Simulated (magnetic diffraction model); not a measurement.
# Li₂MnCl₅: the ordered moment from one line

Space group Pnma (no. 62), a = 8.0840 Å, b = 10.4610 Å, c = 9.6140 Å.

```
site  atom       x       y       z
  4c    Mn  0.7650     3/4  0.6151
  4c    Cl  0.9719     1/4  0.9367
  4c    Cl  0.9224     3/4  0.4003
  4c    Cl  0.9252     1/4  0.2912
  8d    Cl  0.7793  0.5200  0.6497
  8d    Li  0.9780  0.9202  0.2349
```

This is a made-up structure (elements placed in a structure type, unrelaxed), so the numbers test the method and describe no known phase.

Only Mn is taken to order (form factors of Mn3+); orders and moment sizes are assumed, and not adapted to the symmetry. Radiation: neutrons of λ = 1.8 Å, 8° to 30°; isotropic B of 0.5 Å² (Mn), 0.49 Å² (Cl) and 0.79 Å² (Li). Simulated constant-wavelength pattern: nuclear and magnetic terms add, the magnetic one as |2.695 fm × Σ f S⊥ exp(2πi Q·r) exp(−B s²)|², summed over all Q at one angle with the factor 1/(sin²θ cos θ). For collinear order S is the moment m, which repeats by lattice and centring translations R with the sign exp(−2πi k·R). Free-ion form factors, Sears's scattering lengths of 1992, no absorption; a label names one of the reflections at its angle. The strongest nuclear line in the range is 100, and lines under 0.2 are left out.

In a first state the assumed order is k = (0 1/2 0), collinear moments along [110], 3.11 μB on Mn; signs + at (0.7650, 3/4, 0.6151), + at (0.7350, 1/4, 0.1151), − at (0.2650, 3/4, 0.8849), − at (0.2350, 1/4, 0.3849), with this pattern:

```csv
2θ (°),index,nuclear,magnetic
11.83,(0 1/2 1),0.0,127.5
13.71,(1 1/2 0),0.0,121.7
14.61,(0 1 1),7.5,0.0
16.73,(1 0 1),24.4,0.0
17.45,(1 1/2 1),0.0,68.3
18.35,(0 3/2 1),0.0,32.5
19.46,(1 1 1),42.1,0.0
19.63,(1 -3/2 0),0.0,33.0
19.82,(0 2 0),100.0,0.0
21.58,(0 0 2),1.7,0.0
22.15,(0 1/2 2),0.0,60.5
22.43,(1 3/2 1),0.0,36.2
25.16,(1 0 2),74.3,0.0
25.66,(1 1/2 2),0.0,1.2
25.73,(2 0 0),3.9,0.0
26.04,(1 2 1),14.4,0.0
```
(The table stops after 16 lines; 10 more lie at higher angle.)

**Question.** Nearer the ordering temperature the line at 11.83° has total intensity 31.7 on the same scale, and all moments have shrunk alike. How large is the Mn moment?

The nuclear part, 0.0, stays, so the magnetic part is 31.7 against 127.5. It goes as m², so m = 3.11 × √(31.7/127.5) = 1.55 μB; the value used was 1.55 μB.

[Logs are printed without paths, hosts, clocks, repeated set-up lines and the standing remarks that a program may print on its own settings, such as how far it seeks lower states.]
